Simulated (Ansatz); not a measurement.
# MnZn (Pm-3m): relaxing the cell for a phonon run, part 2 of 2

Wanted: the relaxed cell of MnZn (Pm-3m).

Ansatz 0.2.0; DFT PBEsol, scalar-relativistic, plane waves, PAW; PAW set soft_1.

So far. Step 5 (The orders compared): The start carried on is the antiferromagnetic, q = (0.5, 0.5, 0.5) one. Step 6 (A coarse first look): The coarse mesh shows no gap and a pressure of -9.6 GPa.

In doubt: warnings of the run leave room for a lower electronic state, so energies may not be the lowest and differences between runs may mislead.

## (8) Relaxation

The cell and atoms are relaxed, since residual forces and stress would shift the frequencies.

Input file input.yaml:

```yaml
crystal:
  lattice:
    - [2.9611659566, 2.9611659566, 0.0]
    - [2.9611659566, 0.0, 2.9611659566]
    - [2.9611659566, 0.0, -2.9611659566]
  atoms:
    - { symbol: Mn, position: [0.0, 0.0, 0.0], spin: 3.44 }
    - { symbol: Mn, position: [0.0, 0.5, 0.5], spin: -3.44 }
    - { symbol: Zn, position: [0.5, 0.25, 0.75] }
    - { symbol: Zn, position: [0.5, 0.75, 0.25] }
kpoints:
  mp_grid: { grid: [14, 14, 14] }
hamiltonian:
  xc: pbesol
  pseudopotentials: { kind: paw, azcp: { folder: soft_1 }, xc_functional: pbe }
scf:
  occupations: { method: gaussian, width: 0.1 }
output:
  forces: true
  stress: true
  eigenvalues: true
  populations: true
  write_density: true
  write_potential: true
  elf: true
  volumetric_format: npy
magnetization:
  spin_polarized: true
relax:
  adjacent_minimum: "off"
  f_tol: 0.005
  max_steps: 80
  cell: { stress_tol: 0.05 }
```

Run with:

```console
ansatz run input.yaml --threads 4 --pin off --max-ram 10240MiB --backend cpu --events-out ev --progress --plain --runs-dir out
```

Numbers of over 12 decimals in the logs are rounded to 6 here.

Output:

```text
[...]
Crystal: 4 atoms, lattice volume = 51.930 Å³
Basis set: ecut = 420 eV, 965 PW (Γ), exchange–correlation on 60×60×60 points (8 copies of the dense FFT grid, shifted against one another)
Bands: 37, of which v1, the nominal top of the filled ones, is band 27 counted from 1 (26 counted from 0)
Symmetry: 48 space group operations
[...]
k-points: 104 of 2744
[...]
Starting moments: Σ|m| = 6.88 μB on 2 of 4 sites
[...]
SCF iter   1: F=—  HF=-14298.847813 eV  |F-HF|=—  |Δ(HF+E_count)|=         —  Δρ=4.72e-2 (↑4.72e-2 ↓4.72e-2)  dr2=3.48e0  dr2_m=1.06e-2  M=0.000 μB ∫|m|=6.910 μB  β_m=0.30  ethr=3.10e-3  ⟨swp⟩=5.8  Hψ=16811  notcnv=0  defer=21
[...]
SCF iter  13: F=-14298.898622 eV  HF=-14298.898622 eV  |F-HF|=2.21e-9  |Δ(HF+E_count)|=   2.22e-8  Δρ=1.58e-6 (↑1.58e-6 ↓1.58e-6)  dr2=3.92e-9  dr2_m=1.34e-11  M=0.000 μB ∫|m|=6.858 μB  ethr=6.33e-11  ⟨swp⟩=11.1  Hψ=26468  notcnv=0
SCF 1 converged in 13 iterations: F = -14298.898622 eV  dr2 = 3.92e-9
[...]
relax step   1: F+E_penalty+E_count = -14298.89862224 eV  Δ(F+E_penalty+E_count) = +0.000e0 eV  max|allowed force component| = 1.830e-29 eV/Å  Δτ_max = 0.0000 Å  P = -0.232 GPa  Ω = 51.930 Å³  (13 SCF iters, dr2 threshold 1.00e-7 eV, accepted)
Crystal: 4 atoms, lattice volume = 51.866 Å³
[...]
SCF iter   8: F=-14298.898771 eV  HF=-14298.898771 eV  |F-HF|=2.26e-8  |Δ(HF+E_count)|=   3.21e-8  Δρ=3.61e-6 (↑3.61e-6 ↓3.61e-6)  dr2=2.51e-8  dr2_m=3.38e-11  M=0.000 μB ∫|m|=6.851 μB  ethr=2.91e-11  ⟨swp⟩=5.0  Hψ=19695  notcnv=0
SCF 2 converged in 8 iterations: F = -14298.898771 eV  dr2 = 2.51e-8
relax step   2: F+E_penalty+E_count = -14298.89877062 eV  Δ(F+E_penalty+E_count) = -1.484e-4 eV  max|allowed force component| = 6.511e-29 eV/Å  Δτ_max = 0.0000 Å  P = -0.092 GPa  Ω = 51.866 Å³  energy of the carried Pulay correction = +8.418e-5 eV  (8 SCF iters, dr2 threshold 1.34e-7 eV, accepted)
Crystal: 4 atoms, lattice volume = 51.825 Å³
[...]
SCF iter   8: F=-14298.898837 eV  HF=-14298.898837 eV  |F-HF|=8.66e-9  |Δ(HF+E_count)|=   1.54e-8  Δρ=2.25e-6 (↑2.25e-6 ↓2.25e-6)  dr2=9.67e-9  dr2_m=1.48e-11  M=0.000 μB ∫|m|=6.845 μB  ethr=9.54e-12  ⟨swp⟩=5.0  Hψ=19150  notcnv=0
SCF 3 converged in 8 iterations: F = -14298.898837 eV  dr2 = 9.67e-9
relax step   3: F+E_penalty+E_count = -14298.89883726 eV  Δ(F+E_penalty+E_count) = -6.664e-5 eV  max|allowed force component| = 1.278e-28 eV/Å  Δτ_max = 0.0000 Å  P = +0.001 GPa  Ω = 51.825 Å³  energy of the carried Pulay correction = +1.391e-4 eV  (8 SCF iters, dr2 threshold 2.10e-8 eV, accepted)
[...]
SCF iter   8: F=-14298.898685 eV  HF=-14298.898685 eV  |F-HF|=5.46e-12  |Δ(HF+E_count)|=    0.00e0  Δρ=4.38e-8 (↑4.38e-8 ↓4.38e-8)  dr2=2.68e-12  dr2_m=4.93e-14  M=0.000 μB ∫|m|=6.845 μB  ethr=1.00e-12  ⟨swp⟩=4.2  Hψ=14524  notcnv=0
SCF 4 converged in 8 iterations: F = -14298.898685 eV  dr2 = 2.68e-12
relax step   4: F+E_penalty+E_count = -14298.89868473 eV  Δ(F+E_penalty+E_count) = +1.525e-4 eV  max|allowed force component| = 2.030e-28 eV/Å  Δτ_max = 0.0000 Å  P = +0.002 GPa  Ω = 51.825 Å³  stress off target by 1.79e-3 GPa  SCF on the basis re-selected at this cell (its energy is not comparable with the rows above)  (8 SCF iters)
[...]
SCF converged after 8 iterations
Magnetization: 0.0000 μB (27.0000 up, 27.0000 down)
Absolute magnetization: 6.8769 μB (∫|ρ↑−ρ↓|, with the PAW one-centre terms)
[...]
Per-site moments (μB) at R_I (Å): [(3.105147, 1.057119), (-3.105147, 1.057119), (1.460485453479931e-16, 1.057119), (-2.5076334917904813e-16, 1.057119)]
Free energy (F): -14298.898685 eV
[...]
Internal energy: -14298.886405 eV  (E = F + TS)
E sigma→0 (E₀):  -14298.892545 eV
Entropy (-TS):   -0.012280 eV (-3.070 meV/atom)
Fermi energy:    14.929515 eV
[...]
--- Stress (GPa, compression-positive) ---
        0.001795      -0.000000      -0.000000
       -0.000000       0.001795       0.000000
       -0.000000      -0.000000       0.001795
  P = ⅓ Tr σ = 0.0018 GPa (0.018 kbar)
--- Band table (eV; the first three rows and the last of 208) ---
  k-point 0 ↑: bands = [... 23 lower, 12.4126, 15.1022, 15.1022, 15.1022, 15.9433, 15.9433, 18.1855, 19.9279, ... 6 higher]
  k-point 1 ↑: bands = [... 23 lower, 12.4095, 14.9794, 15.0809, 15.0809, 15.8867, 15.8867, 18.2642, 19.2087, ... 6 higher]
  k-point 2 ↑: bands = [... 23 lower, 12.4038, 14.6452, 15.0037, 15.0037, 15.7481, 15.7481, 17.8725, 18.7924, ... 6 higher]
  k-point 103 ↓: bands = [... 23 lower, 12.6866, 12.8237, 12.9449, 13.2826, 15.3100, 15.4427, 15.4955, 16.0387, ... 6 higher]
--- Relaxed structure (3 steps of the walk, 3 accepted, 1 SCFs on fresh bases) ---
[...]
cell:  # Å, volume = 51.8249 Å³
    - [2.959167, 2.959167, 0]
    - [2.959167, 0, 2.959167]
    - [2.959167, 0, -2.959167]
  atoms:
    - { symbol: Mn, position: [0, 0, 0] }
    - { symbol: Mn, position: [0, 0.5, 0.5] }
    - { symbol: Zn, position: [0.500000, 0.250000, 0.750000] }
    - { symbol: Zn, position: [0.500000, 0.75, 0.250000] }
--- Löwdin populations: 4 sites ---
  site symbol       q [e]    m [muB]
     0     Mn     15.0239     3.3602
     1     Mn     15.0239    -3.3602
     2     Zn     11.2113     0.0000
     3     Zn     11.2113     0.0000
  spilling = 0.028323 (of n_electrons = 54.000000)
```

The job ended after 6.7 s (4 threads of AMD EPYC 9R45, shared host; peak memory 0.66 GiB; 24 s of CPU time).

Little changed from the start: no atom moved by 0.005 Å and no cell edge by 0.1 %.

This step gave:

```
absolute magnetization : 6.877 μB
site moments           : 3.105, -3.105, 1.46e-16, -2.51e-16 μB
pressure               : 0.001795 GPa
volume per atom        : 12.96 Å³
```

Spin density in the bc plane at fractional x = 0.500, with atoms of Zn within 0.2 Å of it.

Values in units of 1e-3 e/Å³, 14 rows by 14 columns, each cell a mean:
```
 0.4  0.3  0.2  0.5  0.8  0.4  0.0  0.0  0.0  0.2  0.4  0.5  0.6  0.5
 0.4  0.1 -0.6  0.0  0.9  0.1 -0.3 -0.2 -0.1  0.1  0.3  0.5  0.6  0.6
 0.6  0.3 -1.2 -1.9  0.1 -0.7 -0.7 -0.5 -0.3 -0.2  0.1  0.3  0.5  0.5
 0.6  0.7  0.4 -0.1  1.9  0.1 -0.6 -0.6 -0.5 -0.4 -0.2  0.1  0.3  0.4
 0.4  0.5 -0.1 -0.6  1.1  0.7 -0.2 -0.5 -0.6 -0.6 -0.4 -0.2  0.1  0.2
 0.1  0.0 -0.5 -0.8 -0.1  0.0 -0.3 -0.5 -0.6 -0.6 -0.5 -0.3 -0.1  0.0
 0.0 -0.1 -0.4 -0.6 -0.6 -0.4 -0.4 -0.4 -0.5 -0.5 -0.6 -0.5 -0.2  0.0
 0.0  0.0 -0.2 -0.4 -0.5 -0.5 -0.5 -0.4 -0.3 -0.2 -0.6 -0.7 -0.3  0.0
 0.2  0.1 -0.1 -0.3 -0.5 -0.6 -0.5 -0.4  0.0  0.7  0.1 -0.7  0.1  0.4
 0.4  0.3  0.1 -0.1 -0.4 -0.5 -0.5 -0.6 -0.1  1.1  1.9  0.1  0.9  0.8
 0.6  0.5  0.4  0.2 -0.1 -0.3 -0.4 -0.6 -0.8 -0.6 -0.1 -1.9  0.0  0.5
 0.5  0.6  0.6  0.4  0.1 -0.1 -0.2 -0.4 -0.5 -0.1  0.4 -1.2 -0.6  0.2
 0.5  0.5  0.6  0.5  0.3  0.1  0.0 -0.1  0.0  0.5  0.7  0.3  0.1  0.3
 0.5  0.5  0.5  0.6  0.4  0.2  0.0  0.0  0.1  0.4  0.6  0.6  0.4  0.4
```
Columns run along b (4.2 Å), rows up along c (4.2 Å). Atoms in or near the plane, at fractional coordinates: Zn at (0.25, 0.75), Zn at (0.75, 0.25).

ELF in the bc plane at fractional x = 0.500, with atoms of Zn within 0.2 Å of it. It is the smooth field of the valence electrons, not physical close to the nuclei.

Ten even steps from '_' (0.00) to '@' (0.38), each cell a mean:
```
##++========**%%@@@@%%@@@@@@
**==::....::++##@@@@@@@@@@@@
++--______..==**@@@@@@@@@@@@
++--________==**@@@@@@@@@@%%
**==..____::++##@@@@@@@@@@@@
##++--::--==++%%@@@@@@@@@@@@
@@##********%%@@%%##****##%%
%%@@@@%%%%@@@@%%++++====++**
##@@@@@@@@@@@@**==::__..::==
##@@@@@@@@@@%%**--______..==
**@@@@@@@@@@%%**::______..==
##@@@@@@@@@@@@**--..____::==
%%@@@@@@@@@@@@##++==----==++
@@%%##**####%%@@##**++++**##
```
Columns run along b (4.2 Å), rows up along c (4.2 Å). Atoms in or near the plane, at fractional coordinates: Zn at (0.25, 0.75), Zn at (0.75, 0.25).

Electrostatic potential energy in the bc plane at fractional x = 0.500, with atoms of Zn within 0.2 Å of it. With pseudopotentials it is smooth inside the atoms' cores, unlike the true potential.

Values in eV, 14 rows by 14 columns, each cell a mean:
```
 15  11  -1  -9  -7   2  13  16  16  16  15  15  16  16
 13   0 -23 -35 -32 -17   5  14  16  16  16  16  16  16
  8 -14 -44 -57 -55 -36  -5  12  15  16  16  16  16  15
  7 -16 -47 -58 -56 -38  -6  11  15  16  16  16  16  15
 11  -6 -31 -44 -40 -24   2  14  16  16  16  16  16  16
 14   7 -10 -19 -16  -4  11  15  16  16  15  15  16  16
 16  15  11   9  10  13  16  16  15  14  11  12  14  16
 16  16  15  15  15  16  16  16  11   2  -6  -5   5  13
 14  16  16  16  16  16  16  13  -4 -24 -38 -36 -17   2
 13  15  16  16  16  16  15  10 -16 -40 -56 -55 -32  -7
 13  15  16  16  16  16  15   9 -19 -44 -58 -57 -35  -9
 14  16  16  16  16  16  15  11 -10 -31 -47 -44 -23  -1
 16  16  16  15  15  16  16  15   7  -6 -16 -14   0  11
 16  16  14  13  13  14  16  16  14  11   7   8  13  15
```
Columns run along b (4.2 Å; values clipped at the 3rd and 97th percentile), rows up along c (4.2 Å). Atoms in or near the plane, at fractional coordinates: Zn at (0.25, 0.75), Zn at (0.75, 0.25).

In this step the volume went from 12.98 to 12.96 Å³/atom.

## (9) Relaxing to small forces for the phonons

Phonons need a cell at rest on their own settings, so the relaxation is repeated with tight tolerances on forces and stress on the k mesh and occupations of the first response run.

Input file input.yaml:

```yaml
crystal:
  lattice:
    - [2.9591667237, 2.9591667237, 0.0]
    - [2.9591667237, 0.0, 2.9591667237]
    - [2.9591667237, 0.0, -2.9591667237]
  atoms:
    - { symbol: Mn, position: [0.0, 0.0, 0.0], spin: 3.42 }
    - { symbol: Mn, position: [0.0, 0.5, 0.5], spin: -3.42 }
    - { symbol: Zn, position: [0.5, 0.25, 0.75] }
    - { symbol: Zn, position: [0.5, 0.75, 0.25] }
kpoints:
  mp_grid: { grid: [16, 16, 16] }
hamiltonian:
  xc: pbesol
  pseudopotentials: { kind: paw, azcp: { folder: soft_1 }, xc_functional: pbe }
scf:
  occupations: { method: gaussian, width: 0.15 }
output:
  forces: true
  stress: true
  eigenvalues: true
  populations: true
magnetization:
  spin_polarized: true
relax:
  adjacent_minimum: "off"
  f_tol: 0.001
  max_steps: 60
  cell: { stress_tol: 0.01 }
```

Output:

```text
[...]
Crystal: 4 atoms, lattice volume = 51.825 Å³
Basis set: ecut = 420 eV, 965 PW (Γ), exchange–correlation on 60×60×60 points (8 copies of the dense FFT grid, shifted against one another)
Bands: 37, of which v1, the nominal top of the filled ones, is band 27 counted from 1 (26 counted from 0)
Symmetry: 48 space group operations
[...]
- { symbol: Mn, position: [0, 0.5, 0.5] }
    - { symbol: Zn, position: [0.500000, 0.250000, 0.750000] }
    - { symbol: Zn, position: [0.500000, 0.750000, 0.250000] }
--- Löwdin populations: 4 sites ---
  site symbol       q [e]    m [muB]
     0     Mn     15.0247     3.3561
     1     Mn     15.0247    -3.3561
     2     Zn     11.2108     0.0000
     3     Zn     11.2108     0.0000
  spilling = 0.028316 (of n_electrons = 54.000000)
[key lines of the parts left out:]
SCF converged after 10 iterations
Magnetization: 0.0000 μB (27.0000 up, 27.0000 down)
Free energy (F): -14298.906244 eV
Fermi energy:    14.922253 eV
P = ⅓ Tr σ = -0.0099 GPa (-0.099 kbar)
```

Elapsed: 8 s, on 4 threads; peak memory 0.74 GiB; 27 s of CPU time.

Little changed from the start: no atom moved by 0.005 Å and no cell edge by 0.1 %.

This step gave:

```
absolute magnetization : 6.868 μB
site moments           : 3.101, -3.101, -3.66e-17, -7.61e-17 μB
pressure               : -0.009863 GPa
volume per atom        : 12.95 Å³
```

The forces vanish by symmetry and the pressure is -0.010 GPa, within the tolerances set. The cell now holds 12.95 Å³/atom.

## (10) Results

| Quantity | Value |
| --- | --- |
| space group after relaxation (within 0.01 Å) | Pm-3m |
| lattice constant a | 2.959 Å |
| lattice constant b | 2.959 Å |
| lattice constant c | 2.959 Å |
| volume per atom | 13.0 Å³ |

What this shows: The forces vanish by symmetry and the pressure is -0.010 GPa, within the tolerances set. The cell now holds 12.95 Å³/atom. The relaxation keeps the symmetry of its start, so it says nothing on stability against lower symmetry. The magnetic order is imposed (antiferromagnetic, q = (0.5, 0.5, 0.5), in the reciprocal basis of the primitive cell) and the runs use its cell of 4 atoms, a multiple of the chemical cell, so that Γ here also holds zone-boundary modes of the chemical cell; it can lower the symmetry of the database entry. The magnetic state is the one that the run reached from its starting moments; a lower one was not ruled out. The PAW files were made for PBE and serve the other functionals too.

[Logs are printed without paths, hosts, clocks, repeated set-up lines and the standing remarks that a program may print on its own settings, such as how far it seeks lower states.]

[Hosts, paths, dates, database ids (printed as entryN), source tags and the programs' standing remarks are cut or masked in the printed files.]
